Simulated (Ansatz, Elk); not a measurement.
# Bonding as seen by X-rays: Sr2PH

Structure refinements treat a crystal as free atoms side by side. For a made-up structure of Sr2PH (cell and positions from a PBE relaxation) the runs below show what the calculated density changes in F(hkl).

Method: DFT, PBE, all-electron APW+lo, Dirac cores, scalar-relativistic bands, static density, no spin, in Elk 11.2.3 (patched build).

This account leaves out most program logs.

The structure was built from a prototype and need not be the compound's stable phase.

### Step 1. Set-up

Symmetry: R-3m, No. 166, trigonal system. The conventional cell has a = 4.383 Å, b = 4.383 Å, c = 19.335 Å, α = 90.00°, β = 90.00°, γ = 120.00°. Sr has 3 P at 2.97 Å and 3 H at 3.03 Å nearest. Nearest to P lie 6 Sr at 2.97 Å. Nearest to H lie 6 Sr at 3.03 Å. Farther neighbours are not listed.

### Step 2. Ground state and structure factors

An all-electron density is needed, since X-rays see the cores too. Task 0 finds the density and task 195 Fourier-transforms it; tshift is off so that phases refer to the origin typed.

Contents of elk.in:

```
tasks
  0
  195

xctype
  20

spinpol
  .false.

rgkmax
  7.0

gmaxvr
  14.0

lmaxo
  7

lmaxapw
  8

swidth
  0.002

tshift
  .false.

ramdisk
  .false.

hmaxvr
  5.5

maxscl
  120

epspot
  1e-06

sppath
  './'

avec
  4.14143492439 2.39105856812 12.17920289998
  -4.14143492439 2.39105856812 12.17920289998
  -0.00000000000 -4.78211713717 12.17920289980

atoms
  3
  'Sr.in'
  2
  0.2475158223 0.2475158223 0.2475158223   0.000000 0.000000 0.000000
  0.7524841777 0.7524841777 0.7524841777   0.000000 0.000000 0.000000
  'P.in'
  1
  0.5000000000 0.5000000000 0.5000000000   0.000000 0.000000 0.000000
  'H.in'
  1
  0.0000000000 0.0000000000 0.0000000000   0.000000 0.000000 0.000000

ngridk
  6 6 6
```

Launch:

```sh
$ OMP_NUM_THREADS=4 elk
```

It took 33 s on 4 threads of Arm Neoverse V2, shared host; peak memory 0.2 GiB; 81 s of CPU time.

SFACRHO.OUT:

```text

h k l indices transformed by vhmat matrix:
   1.000000000       0.000000000       0.000000000    
   0.000000000       1.000000000       0.000000000    
   0.000000000       0.000000000       1.000000000    

      h      k      l  multipl.   |H|            Re(F)            Im(F)           |F|

      0      0      0      1   0.0000000       91.999999      0.54399876E-16   91.999999    
      1      1      1      2  0.51589462      -16.688663      0.30627421E-14   16.688663    
      0      0      1      6  0.89264872      -10.513464      0.20522950E-14   10.513464    
      1      0      1      6  0.94103002      -52.167001     -0.23089493E-14   52.167001    
     -2     -2     -2      2   1.0317892      -51.299401      0.68635209E-14   51.299401    
     -1     -2     -1      6   1.1137327       74.974596     -0.12481014E-13   74.974596    
     -2     -1     -2      6   1.2274151      -5.3219112      0.10766084E-13   5.3219112    
     -2     -3     -2      6   1.4887155      -15.408968     -0.68057499E-14   15.408968    
      0      1     -1      6   1.5171518       67.734551      0.26921818E-14   67.734551    
     -3     -3     -3      2   1.5476839      -1.2377648      0.22170766E-13   1.2377648    
      0     -2     -1     12   1.6024658      -11.528679     -0.30301684E-14   11.528679    
     -2     -3     -3      6   1.6309055       65.503188      0.85348866E-14   65.503188    
     -1     -1      1      6   1.7602759      -7.7785969      0.36610333E-14   7.7785969    
      0      2      0      6   1.7852974      -44.958807      0.60598555E-14   44.958807    
     -1     -3     -2     12   1.8347584      -44.247605      0.59847405E-14   44.247605    
      0      2      2      6   1.8820600       61.934055     -0.43086075E-14   61.934055    
     -3     -3     -4      6   1.9298813      -42.884134     -0.19479311E-13   42.884134    
     -1     -1     -3      6   1.9514859      -4.2650129     -0.55272012E-14   4.2650129
```

Elk indexes on the primitive cell of elk.in and gives |H| = 4π sin θ/λ in inverse bohr. Below, one row stands for each form hkl of the conventional cell (m members, Friedel mates merged), F is for one primitive cell and the density is static (no thermal factor). Free-atom factors are Waasmaier and Kirfel's, and R is Σm||F|−|F'||/Σm|F|.

| hkl | m | sin θ/λ (Å⁻¹) | abs F, DFT | neutral atoms | diff. |
| --- | --- | --- | --- | --- | --- |
| 003 | 2 | 0.078 | 16.689 | 16.237 | +0.452 |
| 101 | 6 | 0.134 | 10.514 | 10.373 | +0.141 |
| 012 | 6 | 0.141 | 52.167 | 52.493 | -0.326 |
| 006 | 2 | 0.155 | 51.299 | 51.489 | -0.190 |
| 104 | 6 | 0.168 | 74.975 | 74.404 | +0.571 |
| 015 | 6 | 0.185 | 5.322 | 5.387 | -0.065 |
| 107 | 6 | 0.224 | 15.409 | 15.723 | -0.314 |
| 110 | 6 | 0.228 | 67.735 | 67.728 | +0.006 |
| 009 | 2 | 0.233 | 1.238 | 1.245 | -0.007 |
| 113 | 12 | 0.241 | 11.529 | 11.768 | -0.239 |
| 018 | 6 | 0.245 | 65.503 | 65.488 | +0.015 |
| 021 | 6 | 0.265 | 7.779 | 7.928 | -0.149 |
| 202 | 6 | 0.269 | 44.959 | 44.856 | +0.103 |
| 116 | 12 | 0.276 | 44.248 | 44.173 | +0.074 |
| 024 | 6 | 0.283 | 61.934 | 62.069 | -0.135 |
| 1 0 10 | 6 | 0.290 | 42.884 | 42.867 | +0.017 |
| 205 | 6 | 0.293 | 4.265 | 4.348 | -0.083 |
| 0 0 12 | 2 | 0.310 | 58.719 | 58.782 | -0.063 |

### Step 3. The highest occupied states alone

An energy window below the Fermi level keeps the highest occupied states, to see at which angles they scatter; shallow core shells can lie inside it and anion s states outside. No new self-consistency is needed.

Edit elk.in of step 2 so:

```diff
@@ -1,3 +1,2 @@
 tasks
-  0
   195
@@ -40,2 +39,5 @@
 
+wsfac
+  -0.208350 0.459140
+
 sppath
```

Launch:

```sh
$ OMP_NUM_THREADS=4 elk
```

Wall time 9.6 s (4 threads); peak memory 0.16 GiB; 11 s of CPU time.

States within 10 eV below the Fermi level hold 10.00 electrons; any levels below the window count with the cores. Their amplitudes can exceed the total, where window and core parts have opposite phase:

| hkl | sin θ/λ (Å⁻¹) | abs F, window | abs F, all |
| --- | --- | --- | --- |
| 003 | 0.078 | 3.563 | 16.689 |
| 101 | 0.134 | 1.813 | 10.514 |
| 012 | 0.141 | 3.209 | 52.167 |
| 006 | 0.155 | 2.738 | 51.299 |
| 104 | 0.168 | 2.712 | 74.975 |
| 015 | 0.185 | 0.632 | 5.322 |
| 107 | 0.224 | 0.004 | 15.409 |
| 110 | 0.228 | 1.110 | 67.735 |
| 009 | 0.233 | 0.093 | 1.238 |
| 113 | 0.241 | 0.115 | 11.529 |

### Step 4. Another functional

The difference from free atoms is small, so it is set against the change that LDA (Perdew-Wang) makes.

Edit elk.in of step 3 so:

```diff
@@ -1,2 +1,3 @@
 tasks
+  0
   195
@@ -4,3 +5,3 @@
 xctype
-  20
+  3
 
@@ -39,5 +40,2 @@
 
-wsfac
-  -0.208350 0.459140
-
 sppath
```

Launch:

```sh
$ OMP_NUM_THREADS=4 elk
```

Run time: 19 s. Hardware: 4 threads; peak memory 0.17 GiB; 50 s of CPU time.

Against the first run R = 0.07 %; the largest change is -0.054 at 104.

### Step 5. Basis size

A smaller basis shows how fast F responds to it; the change is likely larger than the basis error of the first run, but doesn't show convergence.

Edit elk.in of step 4 so:

```diff
@@ -5,3 +5,3 @@
 xctype
-  3
+  20
 
@@ -11,3 +11,3 @@
 rgkmax
-  7.0
+  5.5
```

Launch:

```sh
$ OMP_NUM_THREADS=4 elk
```

It took 25 s on 4 threads; peak memory 0.19 GiB; 55 s of CPU time.

Against the first run R = 0.02 %; the largest change is -0.015 at 024.

### Step 6. Basis size

The basis and the expansions that go with it are enlarged, to see whether the differences are converged.

Edit elk.in of step 5 so:

```diff
@@ -11,12 +11,12 @@
 rgkmax
-  5.5
+  8.5
 
 gmaxvr
-  14.0
+  18.0
 
 lmaxo
-  7
+  9
 
 lmaxapw
-  8
+  10
```

Launch:

```sh
$ OMP_NUM_THREADS=4 elk
```

Elapsed: 96 s, on 4 threads; peak memory 0.45 GiB; 4.4 min of CPU time.

Against the first run R = 0.00 %; the largest change is -0.003 at 104.

### Step 7. Settings against the effect

| run | R against the first run (%) | R against neutral atoms, low angle (%) | wall time |
| --- | --- | --- | --- |
| PBE, rgkmax 7 | 0.00 | 0.47 | 33 s |
| LDA (Perdew-Wang) | 0.07 | 0.42 | 19 s |
| rgkmax 5.5 | 0.02 | 0.47 | 25 s |
| rgkmax 8.5 with larger expansions | 0.00 | 0.47 | 96 s |

### Step 8. Results

```json
{"R against neutral atoms, sin θ/λ < 0.3 Å⁻¹": "0.47 %", "R against neutral atoms, 0.3 to 0.71 Å⁻¹": "0.18 %"}
```

What this shows: Independent neutral atoms miss the calculated amplitudes by R = 0.47 % below 0.3 Å⁻¹ and 0.18 % from there to 0.71 Å⁻¹; by shells, 0.90 % below 0.15 Å⁻¹ (3 forms), 0.41 % 0.15 to 0.3 (14 forms), 0.15 % 0.3 to 0.45 (27 forms), 0.19 % above 0.45 (105 forms). Bonding, aspherical density and the tables' own atoms all enter these figures, and the runs don't part them. The largest change of an amplitude is +0.57 electrons, at 104. The window's part falls from 10.0 electrons at the origin to at most 0.21 between 0.45 and 0.71 Å⁻¹. Below 0.3 Å⁻¹ the changes that finished (LDA (Perdew-Wang), rgkmax 5.5 and rgkmax 8.5 with larger expansions) move F by R = 0.08 % at most, against the 0.47 % that separates it from free atoms. The k-mesh has no finished test. Part of the difference isn't bonding: the tables are fits to free atoms and ions calculated by other methods than this functional. Thermal motion, anomalous dispersion and extinction are left out.

[Logs are printed without paths, hosts, clocks, repeated set-up lines and the standing remarks that a program may print on its own settings, such as how far it seeks lower states.]

[Hosts, paths, dates, database ids (printed as entryN), source tags and the programs' standing remarks are cut or masked in the printed files.]
